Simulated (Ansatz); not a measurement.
**BaTlI3 (cubic perovskite) (Pm-3m): band gap by G0W0 on PBEsol**

How far does one-shot GW move the PBEsol gap of BaTlI3 (cubic perovskite) (Pm-3m)?

Method: PBEsol, then G0W0 on it, plane waves, PAW, in Ansatz 0.2.0.

The structure was built from a prototype and need not be the compound's stable phase.

## (1) The starting structure

It takes space group Pm-3m (No. 221, cubic). Conventional cell: a = 7.018 Å, b = 7.018 Å, c = 7.018 Å, α = 90.00°, β = 90.00°, γ = 90.00°. Nearest to Ba lie 6 I at 3.51 Å. Nearest to I lie 2 Ba at 3.51 Å. It derives from Ba1I3Tl1. Farther neighbours and most contacts between anions are not listed.

The start is a generated structure, not a measured one. The structure type comes from a generator and need not be one that this composition takes. Spin-orbit coupling is left out unless a step names it. The default PAW set here is soft_2. Its files were made with PBE.

## (2) Relaxing the structure

The structure is relaxed first.

This step: DFT, PBEsol, plane waves, PAW.

input.yaml reads:

```yaml
crystal:
  lattice:
    - [7.01765706, 0.0, 0.0]
    - [0.0, 7.01765706, 0.0]
    - [0.0, 0.0, 7.01765706]
  atoms:
    - { symbol: Tl, position: [0.0, 0.0, 0.0] }
    - { symbol: Ba, position: [0.5, 0.5, 0.5] }
    - { symbol: I, position: [0.5, 0.5, 0.0] }
    - { symbol: I, position: [0.5, 0.0, 0.5] }
    - { symbol: I, position: [0.0, 0.5, 0.5] }
kpoints:
  mp_grid: { grid: [4, 4, 4] }
hamiltonian:
  xc: pbesol
scf:
  occupations: { method: fermi_dirac, width: 0.02 }
relax:
  f_tol: 0.01
  max_steps: 100
  cell: {}
```

Launch:

```
ansatz run input.yaml --threads 4 --pin off --max-ram 17510MiB --backend cpu --events-out ev --progress --plain --runs-dir out
```

Numbers of over 12 decimals in the logs are rounded to 6 here.

Output:

```text
Engine: ansatz 0.2.0, aarch64-unknown-linux-gnu
Pseudopotentials: kind: paw
Pseudopotential: Tl, paw, valence charge 13, recommended cutoff 420 eV (normal), Tl.paw.azcp
Pseudopotential: Ba, paw, valence charge 10, recommended cutoff 420 eV (normal), Ba.paw.azcp
Pseudopotential: I, paw, valence charge 17, recommended cutoff 420 eV (normal), I.paw.azcp
Functional definition: PBEsol
  exchange = pbesol_x
  correlation = pbesol_c
Crystal: 5 atoms, lattice volume = 345.602 Å³
Basis set: ecut = 420 eV, 6763 PW (Γ), exchange–correlation on 96×96×96 points (8 copies of the dense FFT grid, shifted against one another)
Bands: 45, of which v1, the nominal top of the filled ones, is band 37 counted from 1 (36 counted from 0)
Symmetry: 48 space group operations
Space group: Pm-3m (ITA 221), of the structure as read, at distance tolerance 7.0e-5 Å
k-points: 10 of 64
Non-local potential: Tl, projectors of the file, l = 0: 2, l = 1: 2, l = 2: 2, l = 3: 1
Non-local potential: Ba, projectors of the file, l = 0: 3, l = 1: 2, l = 2: 2, l = 3: 2
Non-local potential: I, projectors of the file, l = 0: 2, l = 1: 2, l = 2: 2, l = 3: 2
PAW form: soft (Blöchl's): semilocal exchange-correlation on the pseudo side does not see the compensation charge
PAW frozen core: Tl, regenerated for the run's functional, and the local potential with it (the file was generated under x = pbe(κ = 0.804, μ = 0.219515), c = pbe(β = 0.066725))
PAW frozen core: Ba, regenerated for the run's functional, and the local potential with it (the file was generated under x = pbe(κ = 0.804, μ = 0.219515), c = pbe(β = 0.066725))
PAW frozen core: I, regenerated for the run's functional, and the local potential with it (the file was generated under x = pbe(κ = 0.804, μ = 0.219515), c = pbe(β = 0.066725))
PAW one-centre angular grid: Tl, 590 points (default); XC on 64 Gauss nodes
PAW one-centre angular grid: Ba, 194 points (default); XC on 64 Gauss nodes
PAW one-centre angular grid: I, 590 points (default); XC on 64 Gauss nodes
Initial density: superposition of atomic densities (neutral atoms: chi_scale 0, normalization atom), corrected by the library's trained network
Initial wavefunctions: pseudopotential atomic-orbital guess
Functional: x = pbesol(κ = 0.804, μ = 0.123457), c = pbesol(β = 0.046)
SCF iter   1: F=—  HF=-39460.060941 eV  |F-HF|=—  |Δ(HF+E_count)|=         —  Δρ=2.43e-3  dr2=8.97e-2  ethr=1.77e-3  ⟨swp⟩=12.7  Hψ=2222  notcnv=0
preconditioner: auto → Resta (q_TF=auto, 2.110 Å⁻¹)  ε∞=2.5  [insulator: Δε(μ)=2.652 eV  Ē_g=10.541 eV  σ=0.020 eV  W_gap=1.00  n_scr=56 (ndim 8)  ℏωp=12.9 eV  f_vac=0.293  D(μ)=0.00/eV (n_scr^D=0)  ε∞_Penn≈2.5]
SCF iter   2: F=—  HF=-39460.033090 eV  |F-HF|=—  |Δ(HF+E_count)|=   2.79e-2  Δρ=1.27e-3  dr2=3.24e-2  ethr=1.21e-4  ⟨swp⟩=3.5  Hψ=790  notcnv=0  defer=19
SCF iter   3: F=—  HF=-39460.020455 eV  |F-HF|=—  |Δ(HF+E_count)|=   1.26e-2  Δρ=3.44e-4  dr2=1.23e-3  ethr=4.38e-5  ⟨swp⟩=4.0  Hψ=763  notcnv=0  defer=19
SCF iter   4: F=—  HF=-39460.020787 eV  |F-HF|=—  |Δ(HF+E_count)|=   3.32e-4  Δρ=1.25e-4  dr2=9.28e-5  ethr=1.66e-6  ⟨swp⟩=2.8  Hψ=940  notcnv=0  defer=16
SCF iter   5: F=—  HF=-39460.020961 eV  |F-HF|=—  |Δ(HF+E_count)|=   1.74e-4  Δρ=4.05e-5  dr2=9.24e-6  ethr=1.25e-7  ⟨swp⟩=2.0  Hψ=804  notcnv=0  defer=16
SCF iter   6: F=—  HF=-39460.020974 eV  |F-HF|=—  |Δ(HF+E_count)|=   1.34e-5  Δρ=9.74e-6  dr2=5.29e-7  ethr=1.25e-8  ⟨swp⟩=2.0  Hψ=804  notcnv=0  defer=16
SCF iter   7: F=-39460.020976 eV  HF=-39460.020976 eV  |F-HF|=1.81e-7  |Δ(HF+E_count)|=   1.58e-6  Δρ=2.43e-6  dr2=3.65e-8  ethr=1.35e-10  ⟨swp⟩=5.0  Hψ=1675  notcnv=0
SCF 1 converged in 7 iterations: F = -39460.020976 eV  dr2 = 3.65e-8
  greatest PAW one-centre occupation: 0.999 electrons in one spin orbital (limit 2), on the I atom at site 4 (counted from 0), in its partial waves of l = 2
relax step   1: F+E_penalty+E_count = -39460.02097610 eV  Δ(F+E_penalty+E_count) = +0.000e0 eV  max|allowed force component| = 4.160e-29 eV/Å  Δτ_max = 0.0000 Å  P = -1.648 GPa  Ω = 345.602 Å³  (7 SCF iters, dr2 threshold 1.00e-7 eV, accepted)
[...]
relax step   2: F+E_penalty+E_count = -39460.19156799 eV  Δ(F+E_penalty+E_count) = -1.706e-1 eV  max|allowed force component| = 2.674e-29 eV/Å  Δτ_max = 0.0000 Å  P = -1.373 GPa  Ω = 327.744 Å³  energy of the carried Pulay correction = +1.194e-3 eV  (6 SCF iters, dr2 threshold 5.00e-7 eV, accepted)
[...]
relax step   3: F+E_penalty+E_count = -39460.41456556 eV  Δ(F+E_penalty+E_count) = -2.230e-1 eV  max|allowed force component| = 2.757e-29 eV/Å  Δτ_max = 0.0000 Å  P = +0.090 GPa  Ω = 281.337 Å³  energy of the carried Pulay correction = +4.877e-3 eV  (7 SCF iters, dr2 threshold 5.00e-7 eV, accepted)
[...]
relax step   4: F+E_penalty+E_count = -39460.41481834 eV  Δ(F+E_penalty+E_count) = -2.528e-4 eV  max|allowed force component| = 1.671e-29 eV/Å  Δτ_max = 0.0000 Å  P = -0.028 GPa  Ω = 283.819 Å³  energy of the carried Pulay correction = +4.655e-3 eV  (6 SCF iters, dr2 threshold 2.05e-8 eV, accepted)
[...]
relax step   5: F+E_penalty+E_count = -39460.41118231 eV  Δ(F+E_penalty+E_count) = +3.636e-3 eV  max|allowed force component| = 1.498e-29 eV/Å  Δτ_max = 0.0000 Å  P = -0.037 GPa  Ω = 283.819 Å³  stress off target by 3.73e-2 GPa  SCF on the basis re-selected at this cell (its energy is not comparable with the rows above)  (5 SCF iters)
basis re-selected at this cell: Δ(F+E_penalty+E_count) = +3.636e-3 eV, ΔP = -0.009 GPa vs the last step (what re-selecting the basis moved, of the pressure what is left beyond the Pulay correction that the steps carried, after the strain that the cell walked since its last selection, with what the two solves' SCF thresholds leave and, on support functions, any second-order correction that the steps lacked; it is no measure of the basis error at this ecutwfc). The dense FFT grid was sized anew with the basis: this SCF ran on 45×45×45 points, the steps before it on 48×48×48, so part of this shift can come from that change (see relax.cell in the input reference). [rest of the remark cut]
SCF converged after 5 iterations
Free energy (F): -39460.411182 eV
Harris-Foulkes:  -39460.411182 eV  (|F-HF|=6.55e-11)
Internal energy: -39460.411182 eV  (E = F + TS)
E sigma→0 (E₀):  -39460.411182 eV
Fermi energy:    3.486565 eV
--- Per-component energies (eV) ---
  E_band       = -1442.995422
  E_kinetic    = 1066.006356
  E_local      = -8957.000745  (includes V_loc(G=0)·N_el)
  E_nonlocal   = 113.627102
  E_hartree    = 4277.840494
  E_xc         = -775.317290
  E_vxc        = -660.042857  (∫ρ·V_xc dr)
  E_paw        = -29367.268470  (= ΣΔE_a)
  E_vpaw       = -1561.266188  (= ΣTr[D̂ρ^β])
  E_aug_tail   = 0.000073  (compensation charges beyond the density's cutoff)
  E_ewald      = -5819.724827
  E_core_change = 1.426124  (= ΣΔE_core)
  E_smearing   = -0.000000  (= −TS)
  E_closure    = -0.000000  (closes the sum)
  Σ components = -39460.411182   (vs F -39460.411182, Δ=0.00e0)
--- Forces (eV/Å), atoms counted from 1 ---
  atom   1  Tl     0.00000000    -0.00000000     0.00000000
  atom   2  Ba     0.00000000    -0.00000000     0.00000000
  atom   3  I     -0.00000000     0.00000000    -0.00000000
  atom   4  I      0.00000000     0.00000000    -0.00000000
  atom   5  I     -0.00000000     0.00000000    -0.00000000
  max |Σ_I F_I| component: 3.03e-29 eV/Å
--- Stress (GPa, compression-positive) ---
       -0.037251       0.000000       0.000000
        0.000000      -0.037251       0.000000
        0.000000       0.000000      -0.037251
  P = ⅓ Tr σ = -0.0373 GPa (-0.373 kbar)
--- Relaxed structure (4 steps of the walk, 4 accepted, 1 SCFs on fresh bases) ---
  F+E_penalty+E_count = -39460.41118231 eV   max|allowed force component| = 1.498e-29 eV/Å   (the final SCF, on the basis selected at the relaxed cell)
  cell:  # Å, volume = 283.8194 Å³
    - [6.571745, 0, 0]
    - [0, 6.571745, 0]
    - [0, 0, 6.571745]
  atoms:
    - { symbol: Tl, position: [0, 0, 0] }
    - { symbol: Ba, position: [0.5, 0.5, 0.5] }
    - { symbol: I, position: [0.5, 0.5, 0] }
    - { symbol: I, position: [0.5, 0, 0.5] }
    - { symbol: I, position: [0, 0.5, 0.5] }
```

Elapsed: 9.3 s, on 4 threads of Arm Neoverse V2, shared host; peak memory 0.78 GiB.

The steps of the relaxation:

```
step  energy less that of the first step (eV)  largest force component (eV/Å)  pressure (GPa)  volume (Å³)
   1                                   0.0000                          0.0000           -1.65       345.60
   2                                  -0.1706                          0.0000           -1.37       327.74
   3                                  -0.3936                          0.0000            0.09       281.34
   4                                  -0.3938                          0.0000           -0.03       283.82
  5*                                  -0.3902                          0.0000           -0.04       283.82
```

Relaxation steps marked * repeat the geometry before them on a plane-wave basis chosen anew for their cell, so energy and pressure can jump there.

The run keeps the 48 symmetry operations that it works with, so distortions that break them were not tested.

```
conventional cell, symmetrised  before  after   change
                         a (Å)   7.018  6.572   -6.4 %
                         b (Å)   7.018  6.572   -6.4 %
                         c (Å)   7.018  6.572   -6.4 %
              volume (Å³/atom)   69.12  56.76  -17.9 %
```

Final coordinates:

```xyz
5
Lattice="6.5717 0.0000 0.0000 0.0000 6.5717 0.0000 0.0000 0.0000 6.5717" Properties=species:S:1:pos:R:3 pbc="T T T"
Tl    0.0000    0.0000    0.0000
Ba    3.2859    3.2859    3.2859
I     3.2859    3.2859    0.0000
I     3.2859    0.0000    3.2859
I     0.0000    3.2859    3.2859
```

## (3) The PBEsol band structure

Levels along a band path and on the mesh show where this functional puts the band edges.

input.yaml reads:

```yaml
crystal:
  lattice:
    - [6.5717449587, 0.0, 0.0]
    - [0.0, 6.5717449587, 0.0]
    - [0.0, 0.0, 6.5717449587]
  atoms:
    - { symbol: Tl, position: [0.0, 0.0, 0.0] }
    - { symbol: Ba, position: [0.5, 0.5, 0.5] }
    - { symbol: I, position: [0.5, 0.5, 0.0] }
    - { symbol: I, position: [0.5, 0.0, 0.5] }
    - { symbol: I, position: [0.0, 0.5, 0.5] }
kpoints:
  mp_grid: { grid: [4, 4, 4] }
  band_path:
    path:
      - [[0.0, 0.0, 0.0], [0.0, 0.5, 0.0], [0.5, 0.5, 0.0], [0.0, 0.0, 0.0], [0.5, 0.5, 0.5], [0.0, 0.5, 0.0]]
      - [[0.5, 0.5, 0.5], [0.5, 0.5, 0.0]]
    npoints: 10
hamiltonian:
  xc: pbesol
scf:
  occupations: { method: fermi_dirac, width: 0.02 }
  n_extra_bands: 5
output:
  eigenvalues: true
  forces: true
  stress: true
  write_density: true
  write_potential: true
  elf: true
  volumetric_format: npy
```

Output:

```text
[...]
Crystal: 5 atoms, lattice volume = 283.819 Å³
Basis set: ecut = 420 eV, 5497 PW (Γ), exchange–correlation on 90×90×90 points (8 copies of the dense FFT grid, shifted against one another)
Bands: 42, of which v1, the nominal top of the filled ones, is band 37 counted from 1 (36 counted from 0)
Symmetry: 48 space group operations
[...]
k-points: 10 of 64
[...]
SCF iter   1: F=—  HF=-39460.418569 eV  |F-HF|=—  |Δ(HF+E_count)|=         —  Δρ=1.65e-3  dr2=1.52e-2  ethr=1.77e-3  ⟨swp⟩=12.9  Hψ=2074  notcnv=0
[...]
SCF iter   7: F=-39460.411182 eV  HF=-39460.411182 eV  |F-HF|=2.62e-9  |Δ(HF+E_count)|=   2.57e-7  Δρ=1.26e-6  dr2=3.29e-9  ethr=1.35e-10  ⟨swp⟩=16.4  Hψ=3635  notcnv=0
SCF 1 converged in 7 iterations: F = -39460.411182 eV  dr2 = 3.29e-9
[...]
NSCF: frozen V_eff on 62 k-points
SCF converged after 7 iterations
Free energy (F): -39460.411182 eV
[...]
Internal energy: -39460.411182 eV  (E = F + TS)
E sigma→0 (E₀):  -39460.411182 eV
Fermi energy:    3.486556 eV
[...]
--- Stress (GPa, compression-positive) ---
       -0.037241       0.000000      -0.000000
       -0.000000      -0.037241       0.000000
       -0.000000      -0.000000      -0.037241
  P = ⅓ Tr σ = -0.0372 GPa (-0.372 kbar)
--- Band table (eV; the first three rows and the last of 10) ---
  k-point 0: bands = [... 33 lower, 1.8043, 2.0659, 2.0659, 2.0659, 5.5815, 5.5815, 5.5815, 6.2263, ... 1 higher]
  k-point 1: bands = [... 33 lower, 1.6975, 1.7611, 2.0292, 2.0292, 5.0476, 5.4285, 5.4285, 6.2651, ... 1 higher]
  k-point 2: bands = [... 33 lower, 1.5889, 1.7196, 2.0195, 2.0195, 4.6847, 5.3027, 5.3027, 6.3065, ... 1 higher]
  k-point 9: bands = [... 33 lower, 0.8714, 2.2625, 2.2625, 2.2625, 5.5383, 5.5383, 5.5383, 8.0440, ... 1 higher]
```

Wall time 5.9 s (4 threads); peak memory 0.82 GiB.

The column dr2 measures how far the density is from self-consistency, as an energy; F and HF (Harris–Foulkes) agree once it is small.

This step gave:

| Property | Result |
| --- | --- |
| pressure | -0.03724 GPa |
| filled bands | 37 |
| gap | 2.422 eV |
| valence top at | R |
| conduction bottom at | X |
| least direct gap | 2.665 eV |

Over mesh and path the gap is 2.422 eV, from k = (0.500, 0.500, 0.500) to k = (0.000, 0.500, 0.000). The least direct gap found is 2.665 eV, at k = (0.000, 0.500, 0.000).

Electronic bands along the path, in eV, zero at the top of the highest nominally filled band:

```
    point  band 34  band 35  band 36  band 37  band 38  band 39  band 40  band 41
        Γ    -0.46    -0.20    -0.20    -0.20     3.32     3.32     3.32     3.96
  halfway    -0.56    -0.50    -0.23    -0.23     2.79     3.17     3.17     4.00
        X    -0.67    -0.54    -0.24    -0.24     2.42     3.04     3.04     4.04
  halfway    -0.70    -0.61    -0.37    -0.20     2.68     2.88     2.99     4.52
        M    -0.74    -0.74    -0.51     0.00     2.73     2.94     2.94     5.19
  halfway    -0.61    -0.55    -0.32    -0.29     2.70     3.01     3.11     4.49
        Γ    -0.46    -0.20    -0.20    -0.20     3.32     3.32     3.32     3.96
  halfway    -0.92    -0.32    -0.32    -0.24     2.57     3.14     3.14     4.85
        R    -1.39     0.00     0.00     0.00     3.28     3.28     3.28     5.78
  halfway    -0.99    -0.29    -0.27    -0.16     2.81     2.85     3.18     4.88
        X    -0.67    -0.54    -0.24    -0.24     2.42     3.04     3.04     4.04
jump to R    -1.39     0.00     0.00     0.00     3.28     3.28     3.28     5.78
  halfway    -1.03    -0.21    -0.21     0.00     2.99     3.08     3.08     5.45
        M    -0.74    -0.74    -0.51     0.00     2.73     2.94     2.94     5.19
```

ELF in the ac plane at fractional y = 0.500, with atoms of Ba and I within 0.2 Å of it. It is the smooth field of the valence electrons, not physical close to the nuclei.

Ten even steps from '0' (0.00) to '9' (0.86), each cell a mean:
```
000268863247885100
000158876568873000
100026888788741001
542002566665310135
876200112221001478
888610146652003788
778831599998215887
357842896489526864
337842981049626752
247842893169626863
568831799899416876
788720378985115888
887410012221002688
763101234443100256
320014788888620012
000037887778862000
000268864357874000
000378752337885100
```
Columns run along a (6.6 Å), rows up along c (6.6 Å). Atoms in or near the plane, at fractional coordinates: Ba at (0.50, 0.50), I at (0.50, 0.00), I at (0.00, 0.50).

Valence density in the ac plane at fractional y = 0.500, with atoms of Ba and I within 0.2 Å of it. It is the smooth field of the valence electrons, not physical close to the nuclei.

Ten steps, logarithmic in the rise over the least value, from '0' (0 e/Å³) to '9' (16 e/Å³), each cell a mean:
```
000001358974210000
000001245653100000
000000123332100000
000000112211000000
110000011110000001
221100012221000112
432110234442101234
864211344444211357
984211343244212369
974211344344212358
653211244443111245
332100123332001123
111000011110000011
000000011111000000
000000122221100000
000001234442100000
000001357863210000
000001369984210000
```
Columns run along a (6.6 Å), rows up along c (6.6 Å). Atoms in or near the plane, at fractional coordinates: Ba at (0.50, 0.50), I at (0.50, 0.00), I at (0.00, 0.50).

(Part 1 of 2 ends here.)

[Paths, hosts, dates, memory and timing lines, banners, echoed tables and standing remarks are left out of the program output.]

[Logs are printed without paths, hosts, clocks, repeated set-up lines and the standing remarks that a program may print on its own settings, such as how far it seeks lower states.]

[Runs of the session that timed out or met a known fault of the program may be left out.]

[Cells called generated may have been cut or substituted from an entry of the Crystallography Open Database or the Materials Project.]

[Hosts, paths, dates, database ids (printed as entryN), source tags and the programs' standing remarks are cut or masked in the printed files.]

[Where an RPA ε∞ is given, it is that of the G0W0 mesh and is not shown converged in it. Names of k-points follow the symmetry that the program found, which can be lower than the space group named. Band edges on a path are those of the sampled points; other points can move an edge, and change direct to indirect where valleys lie close.]

[Hybrid gaps are those of their k-mesh and are not shown converged in it.]
